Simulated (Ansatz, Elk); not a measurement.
**Mn2InMo4: X-ray structure factors from the self-consistent density**

The structure of Mn2InMo4 used here is made up (a known structure type with other elements) and was relaxed beforehand with PBE. The aim is the Fourier transform of its all-electron density, F(hkl), set beside the sum over free spherical atoms that refinements use.

Main program and level: Elk 11.2.3 (patched build); DFT, PBE, all-electron APW+lo, Dirac cores, scalar-relativistic bands, static density, no spin.

This account leaves out most program logs.

The structure was built from a prototype and need not be the compound's stable phase.

## 1. The structure

The structure is trigonal, space group R-3m (No. 166). The conventional cell has a = 3.564 Å, b = 3.564 Å, c = 33.245 Å, α = 90.00°, β = 90.00°, γ = 120.00°. In has 6 Mo at 3.10 Å nearest. Nearest to Mo lie 3 Mn at 2.35 Å and 3 Mo at 3.07 Å and 3 In at 3.10 Å. Mo has 3 Mn at 2.35 Å nearest. Mn has 6 Mo at 2.35 Å nearest. Farther neighbours are not listed.

## 2. Ground state and structure factors

An all-electron density is needed, since X-rays see the cores too. Task 0 finds the density and task 195 Fourier-transforms it; tshift is off so that phases refer to the origin typed.

File elk.in:

```
tasks
  0
  195

xctype
  20

spinpol
  .false.

rgkmax
  7.0

gmaxvr
  14.0

lmaxo
  7

lmaxapw
  8

swidth
  0.002

tshift
  .false.

ramdisk
  .false.

hmaxvr
  5.5

maxscl
  120

epspot
  1e-06

sppath
  './'

avec
  3.36714250516 1.94402063175 20.94102461522
  -3.36714250516 1.94402063175 20.94102461522
  -0.00000000000 -3.88804126350 20.94102461522

atoms
  3
  'In.in'
  1
  0.0000000000 0.0000000000 0.0000000000   0.000000 0.000000 0.000000
  'Mo.in'
  4
  0.7364813919 0.7364813919 0.7364813919   0.000000 0.000000 0.000000
  0.2635186081 0.2635186081 0.2635186081   0.000000 0.000000 0.000000
  0.8615969572 0.8615969572 0.8615969572   0.000000 0.000000 0.000000
  0.1384030428 0.1384030428 0.1384030428   0.000000 0.000000 0.000000
  'Mn.in'
  2
  0.5626848113 0.5626848113 0.5626848113   0.000000 0.000000 0.000000
  0.4373151887 0.4373151887 0.4373151887   0.000000 0.000000 0.000000

ngridk
  7 7 7
```

Command:

```bash
> OMP_NUM_THREADS=4 elk
```

Wall time 93 s (4 threads of AMD EPYC 9B45 (Zen 5), shared host); peak memory 0.53 GiB; 4.6 min of CPU time.

SFACRHO.OUT:

```text

h k l indices transformed by vhmat matrix:
   1.000000000       0.000000000       0.000000000    
   0.000000000       1.000000000       0.000000000    
   0.000000000       0.000000000       1.000000000    

      h      k      l  multipl.   |H|            Re(F)            Im(F)           |F|

      0      0      0      1   0.0000000       267.00000      0.31655367E-16   267.00000    
      1      1      1      2  0.30004192      -20.679143      0.14267300E-13   20.679143    
     -2     -2     -2      2  0.60008385      -17.622189      0.28534600E-13   17.622189    
     -3     -3     -3      2  0.90012577       34.684973     -0.15551357E-12   34.684973    
      0      0      1      6   1.0819846       43.237796     -0.15694030E-13   43.237796    
      0     -1     -1      6   1.0957642      -10.006502     -0.34241521E-13   10.006502    
     -1     -1     -2      6   1.1492314       40.897636     -0.25681140E-13   40.897636    
     -2     -1     -2      6   1.1877533       3.8740890     -0.68483041E-13   3.8740890    
     -4     -4     -4      2   1.2001677       40.897500     -0.57069201E-14   40.897500    
      2      3      2      6   1.2848443       178.18597     -0.52789011E-13   178.18597    
     -3     -3     -2      6   1.3419638       104.14647      0.17709286E-12   104.14647    
      4      3      3      6   1.4700230      -76.767688      0.19260855E-12   76.767688    
      5      5      5      2   1.5002096       121.17615     -0.25538467E-12   121.17615    
      4      3      4      6   1.5398137       39.206068      0.45655361E-13   39.206068    
      4      4      5      6   1.6885379      -12.795124      0.14267300E-13   12.795124    
      4      5      5      6   1.7667020       92.592990     -0.25681140E-13   92.592990    
      6      6      6      2   1.8002515      -3.1893016      0.25110448E-12   3.1893016    
      1      0     -1      6   1.8660289       183.97835     -0.36407247E-14   183.97835
```

Elk indexes on the primitive cell of elk.in and gives |H| = 4π sin θ/λ in inverse bohr. Below, one row stands for each form hkl of the conventional cell (m members, Friedel mates merged), F is for one primitive cell and the density is static (no thermal factor). Free-atom factors are Waasmaier and Kirfel's, and R is Σm||F|−|F'||/Σm|F|.

| hkl | m | sin θ/λ (Å⁻¹) | abs F, DFT | neutral atoms | diff. |
| --- | --- | --- | --- | --- | --- |
| 003 | 2 | 0.045 | 20.679 | 20.555 | +0.124 |
| 006 | 2 | 0.090 | 17.622 | 17.123 | +0.499 |
| 009 | 2 | 0.135 | 34.685 | 33.855 | +0.830 |
| 101 | 6 | 0.163 | 43.238 | 43.760 | -0.522 |
| 012 | 6 | 0.165 | 10.007 | 10.598 | -0.592 |
| 104 | 6 | 0.173 | 40.898 | 40.993 | -0.095 |
| 015 | 6 | 0.179 | 3.874 | 3.503 | +0.371 |
| 0 0 12 | 2 | 0.180 | 40.898 | 40.833 | +0.064 |
| 107 | 6 | 0.193 | 178.186 | 179.076 | -0.890 |
| 018 | 6 | 0.202 | 104.147 | 104.815 | -0.668 |
| 1 0 10 | 6 | 0.221 | 76.768 | 77.493 | -0.726 |
| 0 0 15 | 2 | 0.226 | 121.176 | 121.952 | -0.776 |
| 0 1 11 | 6 | 0.232 | 39.206 | 39.399 | -0.193 |
| 1 0 13 | 6 | 0.254 | 12.795 | 13.037 | -0.242 |
| 0 1 14 | 6 | 0.266 | 92.593 | 93.194 | -0.601 |
| 0 0 18 | 2 | 0.271 | 3.189 | 3.089 | +0.100 |
| 110 | 6 | 0.281 | 183.978 | 184.964 | -0.986 |
| 113 | 12 | 0.284 | 12.599 | 12.940 | -0.341 |
| 1 0 16 | 6 | 0.290 | 91.121 | 91.688 | -0.567 |
| 116 | 12 | 0.295 | 10.295 | 10.672 | -0.377 |
| 0 1 17 | 6 | 0.303 | 84.627 | 85.109 | -0.482 |
| 119 | 12 | 0.312 | 24.332 | 24.774 | -0.442 |

## 3. The highest occupied states alone

An energy window below the Fermi level keeps the highest occupied states, to see at which angles they scatter; shallow core shells can lie inside it and anion s states outside. No new self-consistency is needed.

Edit elk.in of step 2 so:

```diff
@@ -1,3 +1,2 @@
 tasks
-  0
   195
@@ -40,2 +39,5 @@
 
+wsfac
+  -0.000790 0.666710
+
 sppath
```

Command:

```bash
> OMP_NUM_THREADS=4 elk
```

The job ended after 9.9 s (4 threads; peak memory 0.33 GiB).

States within 10 eV below the Fermi level hold 41.00 electrons; any levels below the window count with the cores. Their amplitudes can exceed the total, where window and core parts have opposite phase:

| hkl | sin θ/λ (Å⁻¹) | abs F, window | abs F, all |
| --- | --- | --- | --- |
| 003 | 0.045 | 9.137 | 20.679 |
| 006 | 0.090 | 9.858 | 17.622 |
| 009 | 0.135 | 5.784 | 34.685 |
| 101 | 0.163 | 4.586 | 43.238 |
| 012 | 0.165 | 1.371 | 10.007 |
| 104 | 0.173 | 0.206 | 40.898 |
| 015 | 0.179 | 0.548 | 3.874 |
| 0 0 12 | 0.180 | 0.434 | 40.898 |
| 107 | 0.193 | 10.176 | 178.186 |
| 018 | 0.202 | 2.270 | 104.147 |

## 4. Another functional

The difference from free atoms is small, so it is set against the change that LDA (Perdew-Wang) makes.

Edit elk.in of step 3 so:

```diff
@@ -1,2 +1,3 @@
 tasks
+  0
   195
@@ -4,3 +5,3 @@
 xctype
-  20
+  3
 
@@ -39,5 +40,2 @@
 
-wsfac
-  -0.000790 0.666710
-
 sppath
```

Command:

```bash
> OMP_NUM_THREADS=4 elk
```

Wall time 61 s (4 threads); peak memory 0.42 GiB.

Against the first run R = 0.03 %; the largest change is -0.055 at 110.

## 5. Basis size

A smaller basis shows how fast F responds to it; the change is likely larger than the basis error of the first run, but doesn't show convergence.

Edit elk.in of step 4 so:

```diff
@@ -5,3 +5,3 @@
 xctype
-  3
+  20
 
@@ -11,3 +11,3 @@
 rgkmax
-  7.0
+  5.5
```

Command:

```bash
> OMP_NUM_THREADS=4 elk
```

It took 83 s on 4 threads; peak memory 0.51 GiB; 3.9 min of CPU time.

Against the first run R = 0.08 %; the largest change is -0.255 at 107.

## 6. Settings against the effect

| run | R against the first run (%) | R against neutral atoms, low angle (%) | wall time |
| --- | --- | --- | --- |
| PBE, rgkmax 7 | 0.00 | 0.87 | 93 s |
| LDA (Perdew-Wang) | 0.03 | 0.88 | 61 s |
| rgkmax 5.5 | 0.08 | 0.96 | 83 s |

## 7. Summary of results

```
R against neutral atoms, sin θ/λ < 0.3 Å⁻¹ : 0.87 %
R against neutral atoms, 0.3 to 0.66 Å⁻¹   : 0.37 %
```

**Reading.** Independent neutral atoms miss the calculated amplitudes by R = 0.87 % below 0.3 Å⁻¹ and 0.37 % from there to 0.66 Å⁻¹; by shells, 1.99 % below 0.15 Å⁻¹ (3 forms), 0.84 % 0.15 to 0.3 (17 forms), 0.53 % 0.3 to 0.45 (35 forms), 0.31 % above 0.45 (94 forms). Bonding, aspherical density and the tables' own atoms all enter these figures, and the runs don't part them. The largest change of an amplitude is -0.99 electrons, at 110. The window's part falls from 41.0 electrons at the origin to at most 1.61 between 0.45 and 0.66 Å⁻¹, where compact states inside the window still scatter. Below 0.3 Å⁻¹ the changes that finished (LDA (Perdew-Wang) and rgkmax 5.5) move F by R = 0.11 % at most, against the 0.87 % that separates it from free atoms. The k-mesh has no finished test. These runs have no spin, though d or f shells may be open. Part of the difference isn't bonding: the tables are fits to free atoms and ions calculated by other methods than this functional. Thermal motion, anomalous dispersion and extinction are left out.

[Logs are printed without paths, hosts, clocks, repeated set-up lines and the standing remarks that a program may print on its own settings, such as how far it seeks lower states.]

[Hosts, paths, dates, database ids (printed as entryN), source tags and the programs' standing remarks are cut or masked in the printed files.]
